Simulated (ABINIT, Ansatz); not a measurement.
An input for ABINIT 10.8.3 (CsCdCl3 (Pm-3m)):

```
acell 3*1.0 Angstrom
rprim 
  5.200000000000 0.000000000000 0.000000000000
  0.000000000000 5.200000000000 0.000000000000
  0.000000000000 0.000000000000 5.200000000000
ntypat 3
znucl 55 48 17
natom 5
typat 1 2 3 3 3
xred 
  0.000000000000 0.000000000000 0.000000000000
  0.500000000000 0.500000000000 0.500000000000
  0.000000000000 0.500000000000 0.500000000000
  0.500000000000 0.000000000000 0.500000000000
  0.500000000000 0.500000000000 0.000000000000
pp_dirpath "pseudos"
pseudos "Cs.upf, Cd.upf, Cl.upf"
ecut 47
ngkpt 4 4 4
nshiftk 1
shiftk 0 0 0
kptopt 1
chksymbreak 0
istwfk *1
occopt 1
irdwfk 1
optdriver 4
nband 196
gwcalctyp 0
ecutsigx 47
symsigma 1
nkptgw 2
kptgw 
  0.5000000000 0.5000000000 0.5000000000
  0.0000000000 0.0000000000 0.0000000000
bdgw 
  24 28
  23 27
ecuteps 5.2
irdscr 1
ppmodel 1
indata_prefix "in"
outdata_prefix "out"
tmpdata_prefix "tmp"
```

The database entry behind the starting cell is an old determination (1928), so it need not match the best structure at ambient conditions.

```sh
OMP_NUM_THREADS=1 mpirun -n 4 abinit run.abi > log
```

Q: How long will it take on 4 MPI ranks of Intel Xeon Platinum 8375C at 2.90GHz (Ice Lake), shared host, and how much memory?

It took 66 s; on shared hardware allow 33 s to 2.2 min. Peak host memory was 4.7 GiB.

[Paths, hosts, dates, memory and timing lines, banners, echoed tables and standing remarks are left out of the program output.]

[Logs are printed without paths, hosts, clocks, repeated set-up lines and the standing remarks that a program may print on its own settings, such as how far it seeks lower states.]

[Runs of the session that timed out or met a known fault of the program may be left out.]

[Hosts, paths, dates, database ids (printed as entryN), source tags and the programs' standing remarks are cut or masked in the printed files.]

[G0W0 gaps are taken among the corrected bands and points alone; a level outside them can change the order at an edge.]

[Where Ansatz stands beside ABINIT at settings called matched, ABINIT's density can come from a denser mesh and the files from another edition; pairs whose starting gaps differed by over 0.03 eV were left out, so agreement reads better than it is.]
